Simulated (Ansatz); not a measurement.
# Au(111) with 4 thermally displaced layers, 2x2: scattering by thermal displacements

Aim: the resistivity of Au at 500 K from frozen thermal displacements between perfect leads.

Program: Ansatz 0.2.0. Level of theory: Ansatz plane-wave DFT, PBE, PAW files; ballistic transport by layer matching (Landauer), zero bias; PAW set soft_1. Results are calculated unless marked as measured.

Most raw output is cut from this account.

**1. Starting point**

The cell holds 40 atoms: 40 Au. Its edges and angles: a = 5.768 Å, b = 5.768 Å, c = 23.605 Å, α = 93.5°, β = 86.5°, γ = 120.0°. It derives from Au. Regions: lead, 24 atoms (24 Au); scattering region, 16 atoms (16 Au). The structure is stacked along c, and the current runs across the ab planes.

**2. With 4 displaced layers**

Each atom of 4 layers is moved at random, by amounts drawn from a normal law 0.1167 Å wide in each direction from the Debye model (165 K) at 500 K. The layers about the cell's end stay perfect and serve as the lead. Disorder leaves little or no symmetry, which makes such runs dear. Energies from -0.05 to 0.05 eV in steps of 0.05 eV are too few for the program's thermal sum, so it prints no conductance; for a metal the transmission near the Fermi level serves, at a fraction of the cost.

input.yaml reads:

```yaml
crystal:
  lattice:
    - [5.7675164607, 0.0, 0.0]
    - [-2.8837582304, 4.9948157718, 0.0]
    - [1.4418791152, -0.8324692953, 23.5457873532]
  atoms:
    - { symbol: Au, position: [0.9916666667, 0.0083333333, 0.05] }
    - { symbol: Au, position: [0.9916666667, 0.5083333333, 0.05] }
    - { symbol: Au, position: [0.4916666667, 0.0083333333, 0.05] }
    - { symbol: Au, position: [0.4916666667, 0.5083333333, 0.05] }
    - { symbol: Au, position: [0.1416666667, 0.3583333333, 0.15] }
    - { symbol: Au, position: [0.1416666667, 0.8583333333, 0.15] }
    - { symbol: Au, position: [0.6416666667, 0.3583333333, 0.15] }
    - { symbol: Au, position: [0.6416666667, 0.8583333333, 0.15] }
[... 28 atom lines left out ...]
    - { symbol: Au, position: [0.8416666667, 0.1583333333, 0.95] }
    - { symbol: Au, position: [0.8416666667, 0.6583333333, 0.95] }
    - { symbol: Au, position: [0.3416666667, 0.1583333333, 0.95] }
    - { symbol: Au, position: [0.3416666667, 0.6583333333, 0.95] }
kpoints:
  mp_grid: { grid: [5, 5, 1] }
hamiltonian:
  xc: pbe
  pseudopotentials: { kind: paw, azcp: { folder: soft_1 } }
scf:
  occupations: { method: fermi_dirac, width: 0.1 }
output:
  transmission:
    leads: [[0, 4]]
    kmesh: [10, 10]
    e_range: [-0.05, 0.05]
    de: 0.05
  write_potential: true
  write_density: true
  volumetric_format: npy
  elf: true
```

On the command line:

```sh
ansatz run input.yaml --threads 4 --pin off --max-ram 15360MiB --backend cpu --events-out ev --progress --plain --runs-dir out
```

The job ended after 10 min (4 threads of Arm Neoverse V2, shared host; peak memory 6.5 GiB).

Numbers from this step:

| Item | Value |
| --- | --- |
| free energy | -526044.4083 eV |
| energy at zero smearing | -526044.1716 eV |
| Fermi energy | 20.74 eV |
| cell area | 28.81 Å² |
| transmission per spin nearest the Fermi level | 3.039 |
| open channels per spin nearest the Fermi level | 3.21 |
| step of the lead's potential | 8.6 meV |

Per spin. Transmission, zone mean against energy, zero at the Fermi level:

```csv
energy (eV),"transmission, zone mean"
-0.0500,3.03
0.0000,3.04
0.0500,3.05
```

Per spin. The open channels, zone mean, lead stays at 3.21 for energy from -0.05 to 0.05 eV.

Transmission over k1 and k2. At 0.0000 eV from the Fermi level.

Ten even steps from '0' (2.58) to '9' (3.58):
```
3833373333
3373373333
3338373333
3333213333
9999020999
3333312333
3333373833
3333373373
3333373338
8333373333
```
Columns: k1 (b1) from -0.5 to 0.4; rows upwards: k2 (b2) from -0.5 to 0.4.

Open channels over k1 and k2. At 0.0000 eV from the Fermi level.

Ten even steps from '0' (3.00) to '9' (4.00):
```
0900090000
0090090000
0009090000
0000000000
9999000999
0000000000
0000090900
0000090090
0000090009
9000090000
```
Columns: k1 (b1) from -0.5 to 0.4; rows upwards: k2 (b2) from -0.5 to 0.4.

Valence density in the ca plane at fractional y = 0.544, with atoms of Au within 0.2 Å of it. It is the smooth field of the valence electrons, not physical close to the nuclei.

Ten steps, logarithmic in the rise over the least value, from '0' (0 e/Å³) to '9' (13 e/Å³), each cell a mean:
```
10000111125899842222210011111257986423553211
11001221124899742122100011111258997421221001
32112332113577532233310011110147886421111001
42123554211233212466531112210124654223332101
42123554210111112578742123210001222235765211
21112343111222112577642122210000111247886311
11001221113565321355421112210001221247886411
10000111125898631122210011110024553235665311
10000111126899741111000011100136775322332101
21112222125899731110000011100136886321111001
32123443213576521222100011110135775322221001
43223554211233212344310122210013443224553111
32113453211222212566421123321001222236876311
21012232112455323566521123321012332247887411
10000111124788632355321122211135664336776311
```
Columns run along c (16.0 Å, from fractional 0.16 to 0.84 of the cell), rows up along a (5.8 Å). Atoms in or near the plane, at fractional coordinates: Au at (0.35, 0.94), Au at (0.35, 0.41), Au at (0.66, 0.91).

Electrostatic potential energy in the ca plane at fractional y = 0.544, with atoms of Au within 0.2 Å of it. With pseudopotentials it is smooth inside the atoms' cores, unlike the true potential.

Ten even steps from '0' (-26 eV) to '9' (23 eV), each cell a mean:
```
99999999984000169988999999999951002787557999
99999999995000169999999999999840001699989999
89998778998422589877899999999962002799999999
68997446899877898632489999999986446898778999
78997446899999998410269988899999889984225899
89998768999988998521269988899999999962002799
99999999998534799855689999999999999972002799
99999999985100379988999999999997557885225899
99999999983000169999999999999973114898778999
89999889985000279999999999999972002799999999
78997657998423589989999999999984114799889999
68987446899878899756899998899997657886457999
78997557899988998523589987799999889973013799
99999888998645788522589987789998889861002699
99999999996100378755799998899985336873003799
```
Columns run along c (16.0 Å, from fractional 0.16 to 0.84 of the cell; values clipped at the 3rd and 97th percentile), rows up along a (5.8 Å). Atoms in or near the plane, at fractional coordinates: Au at (0.35, 0.94), Au at (0.35, 0.41), Au at (0.66, 0.91).

ELF in the ca plane at fractional y = 0.544, with atoms of Au within 0.2 Å of it. It is the smooth field of the valence electrons, not physical close to the nuclei.

Values, 8 rows by 16 columns, each cell a mean:
```
0.17 0.16 0.20 0.28 0.65 0.40 0.23 0.20 0.15 0.20 0.22 0.55 0.49 0.26 0.30 0.18
0.25 0.26 0.32 0.22 0.40 0.29 0.31 0.30 0.17 0.21 0.19 0.45 0.42 0.23 0.22 0.17
0.26 0.28 0.37 0.19 0.20 0.20 0.43 0.44 0.21 0.26 0.16 0.21 0.22 0.37 0.44 0.21
0.17 0.18 0.23 0.23 0.42 0.27 0.31 0.33 0.19 0.23 0.16 0.22 0.23 0.40 0.50 0.23
0.17 0.16 0.20 0.30 0.65 0.39 0.20 0.17 0.15 0.20 0.18 0.42 0.40 0.25 0.30 0.18
0.26 0.26 0.32 0.25 0.46 0.32 0.23 0.18 0.16 0.20 0.18 0.43 0.42 0.23 0.22 0.17
0.26 0.28 0.37 0.20 0.25 0.22 0.39 0.33 0.21 0.29 0.18 0.24 0.25 0.36 0.44 0.21
0.17 0.18 0.23 0.25 0.48 0.32 0.36 0.32 0.20 0.27 0.20 0.33 0.30 0.40 0.50 0.23
```
Columns run along c (16.0 Å, from fractional 0.16 to 0.84 of the cell), rows up along a (5.8 Å). Atoms in or near the plane, at fractional coordinates: Au at (0.35, 0.94), Au at (0.35, 0.41), Au at (0.66, 0.91).

Over the solved energies the transmission per spin lies between 3.03 and 3.05, out of 3.21 channels of the lead on average (up to 3.21).

**3. With 8 displaced layers**

Each atom of 8 layers is moved at random, by amounts drawn from a normal law 0.1167 Å wide in each direction from the Debye model (165 K) at 500 K. A fresh draw is used; the growth of the resistance with length is what counts.

System of this step: Au(111) with 8 thermally displaced layers, 2x2. The cell holds 56 atoms: 56 Au. Cell: a = 5.768 Å, b = 5.768 Å, c = 33.006 Å, α = 87.5°, β = 92.5°, γ = 120.0°. It derives from Au. Regions: lead, 24 atoms (24 Au); scattering region, 32 atoms (32 Au). The structure is stacked along c, and the current runs across the ab planes.

input.yaml reads:

```yaml
crystal:
  lattice:
    - [5.7675164607, 0.0, 0.0]
    - [-2.8837582304, 4.9948157718, 0.0]
    - [-1.4418791152, 0.8324692953, 32.9641022945]
  atoms:
    - { symbol: Au, position: [0.005952381, 0.994047619, 0.0357142857] }
    - { symbol: Au, position: [0.005952381, 0.494047619, 0.0357142857] }
    - { symbol: Au, position: [0.505952381, 0.994047619, 0.0357142857] }
    - { symbol: Au, position: [0.505952381, 0.494047619, 0.0357142857] }
    - { symbol: Au, position: [0.1845238095, 0.3154761905, 0.1071428571] }
    - { symbol: Au, position: [0.1845238095, 0.8154761905, 0.1071428571] }
    - { symbol: Au, position: [0.6845238095, 0.3154761905, 0.1071428571] }
    - { symbol: Au, position: [0.6845238095, 0.8154761905, 0.1071428571] }
[... 44 atom lines left out ...]
    - { symbol: Au, position: [0.3273809524, 0.1726190476, 0.9642857143] }
    - { symbol: Au, position: [0.3273809524, 0.6726190476, 0.9642857143] }
    - { symbol: Au, position: [0.8273809524, 0.1726190476, 0.9642857143] }
    - { symbol: Au, position: [0.8273809524, 0.6726190476, 0.9642857143] }
kpoints:
  mp_grid: { grid: [5, 5, 1] }
hamiltonian:
  xc: pbe
  pseudopotentials: { kind: paw, azcp: { folder: soft_1 } }
scf:
  occupations: { method: fermi_dirac, width: 0.1 }
output:
  transmission:
    leads: [[0, 4]]
    kmesh: [10, 10]
    e_range: [-0.05, 0.05]
    de: 0.05
  write_potential: true
  write_density: true
  volumetric_format: npy
```

Elapsed: 17 min, on 4 threads; peak memory 8.1 GiB; 66 min of CPU time.

Numbers from this step:

- free energy: -736460.0533 eV
- energy at zero smearing: -736459.7247 eV
- Fermi energy: 20.73 eV
- transmission per spin nearest the Fermi level: 2.852
- step of the lead's potential: 4.9 meV

Per spin. Table of transmission, zone mean by energy, zero at the Fermi level:

| energy (eV) | transmission, zone mean |
| --- | --- |
| -0.0500 | 2.83 |
| 0.0000 | 2.85 |
| 0.0500 | 2.88 |

Over the solved energies the transmission per spin lies between 2.83 and 2.88, out of 3.21 channels of the lead on average (up to 3.21).

**4. With 12 displaced layers**

Each atom of 12 layers is moved at random, by amounts drawn from a normal law 0.1167 Å wide in each direction from the Debye model (165 K) at 500 K. A fresh draw is used; the growth of the resistance with length is what counts.

System of this step: Au(111) with 12 thermally displaced layers, 2x2. The cell holds 72 atoms: 72 Au. Its edges and angles: a = 5.768 Å, b = 5.768 Å, c = 42.382 Å, α = 90.0°, β = 90.0°, γ = 120.0°. It derives from Au. Regions: lead, 24 atoms (24 Au); scattering region, 48 atoms (48 Au). The structure is stacked along c, and the current runs across the ab planes.

input.yaml reads:

```yaml
crystal:
  lattice:
    - [5.7675164607, 0.0, 0.0]
    - [-2.8837582304, 4.9948157718, 0.0]
    - [0.0, 0.0, 42.3824172358]
  atoms:
    - { symbol: Au, position: [0.0, 0.0, 0.0277777778] }
    - { symbol: Au, position: [0.0, 0.5, 0.0277777778] }
    - { symbol: Au, position: [0.5, 0.0, 0.0277777778] }
    - { symbol: Au, position: [0.5, 0.5, 0.0277777778] }
    - { symbol: Au, position: [0.1666666667, 0.3333333333, 0.0833333333] }
    - { symbol: Au, position: [0.1666666667, 0.8333333333, 0.0833333333] }
    - { symbol: Au, position: [0.6666666667, 0.3333333333, 0.0833333333] }
    - { symbol: Au, position: [0.6666666667, 0.8333333333, 0.0833333333] }
[... 60 atom lines left out ...]
    - { symbol: Au, position: [0.3333333333, 0.1666666667, 0.9722222222] }
    - { symbol: Au, position: [0.3333333333, 0.6666666667, 0.9722222222] }
    - { symbol: Au, position: [0.8333333333, 0.1666666667, 0.9722222222] }
    - { symbol: Au, position: [0.8333333333, 0.6666666667, 0.9722222222] }
kpoints:
  mp_grid: { grid: [5, 5, 1] }
hamiltonian:
  xc: pbe
  pseudopotentials: { kind: paw, azcp: { folder: soft_1 } }
scf:
  occupations: { method: fermi_dirac, width: 0.1 }
output:
  transmission:
    leads: [[0, 4]]
    kmesh: [10, 10]
    e_range: [-0.05, 0.05]
    de: 0.05
  write_potential: true
  write_density: true
  volumetric_format: npy
```

The job ended after 28 min (4 threads; peak memory 9.9 GiB).

This step gave:

- free energy: -946874.6872 eV
- energy at zero smearing: -946874.2992 eV
- Fermi energy: 20.71 eV
- transmission per spin nearest the Fermi level: 2.677
- step of the lead's potential: 11.7 meV

Per spin. Table of transmission, zone mean by energy, zero at the Fermi level:

| energy (eV) | transmission, zone mean |
| --- | --- |
| -0.0500 | 2.66 |
| 0.0000 | 2.68 |
| 0.0500 | 2.70 |

Over the solved energies the transmission per spin lies between 2.66 and 2.70, out of 3.21 channels of the lead on average (up to 3.21).

**5. The fit**

This step: Ansatz plane-wave DFT, PBE, PAW files; ballistic transport by layer matching (Landauer), zero bias; resistivity from the slope of the area resistance; PAW set soft_1 (Ansatz 0.2.0).

This step gave:

```yaml
resistivity: 8.707 µΩ cm
intercept: -0.01695 fΩ m²
scatter_about_the_fit: 0.001063 fΩ m²
```

Resistance, by row:

```csv
run,length (Å),T,channels N,RA (fΩ m²)
n4,9.418,3.037,3.21,0.06581
n8,18.84,2.852,3.21,0.1456
n12,28.25,2.679,3.21,0.2298
```

The area resistance by length of the displaced region:

| length of the displaced region (Å) | area resistance (fΩ m²) |
| --- | --- |
| 9.42 | 0.0658 |
| 18.84 | 0.146 |
| 28.25 | 0.230 |

The area resistance goes from 0.066 to 0.23 fΩ m² between 9.4 and 28.3 Å, a slope of 8.7 µΩ cm.

By hand from the end points: (0.2298 − 0.06581) fΩ m² / (28.25 − 9.42) Å = 8.7 µΩ cm, since 1 fΩ m² per Å is 1000 µΩ cm.

**6. What came out**

- resistivity from the slope: 8.71 µΩ cm
- area resistance over 9.42 Å: 0.0658 fΩ m²
- area resistance over 18.8 Å: 0.146 fΩ m²
- area resistance over 28.3 Å: 0.230 fΩ m²

**Reading.** The slope gives 8.7 µΩ cm. The points scatter by 0.0011 fΩ m² about the line, with one random draw a length in a 2x2 cell, so the slope is a rough value. The mean square of the displacements drawn is 0.78, 0.99 and 1.2 of the nominal one at the three lengths; with each resistance scaled back by that, the slope is 5.9 µΩ cm, the value used below. Read with a model of isotropic scattering on a spherical Fermi surface and the lead's 0.86×10¹⁵ S/m², this slope means a mean free path near 172 Å; over these lengths the model's slope is 1.17 times its bulk resistivity, which would be 5.0 µΩ cm. Uncorrelated displacements put too much weight on short waves, which scatter strongly; with the sideways repeat of a small cell, one draw and three short lengths, the method is good to a factor of two or three. The measured value is 3.97 µΩ cm (CRC Handbook of Chemistry and Physics, 84th ed., 2003, Electrical Resistivity of Pure Metals); the scaled slope is 1.5 times that and the corrected value 1.3: fair for so small a cell. Spin-orbit coupling is left out, which matters for Au.

[Logs are printed without paths, hosts, clocks, repeated set-up lines and the standing remarks that a program may print on its own settings, such as how far it seeks lower states.]

[Hosts, paths, dates, database ids (printed as entryN), source tags and the programs' standing remarks are cut or masked in the printed files.]
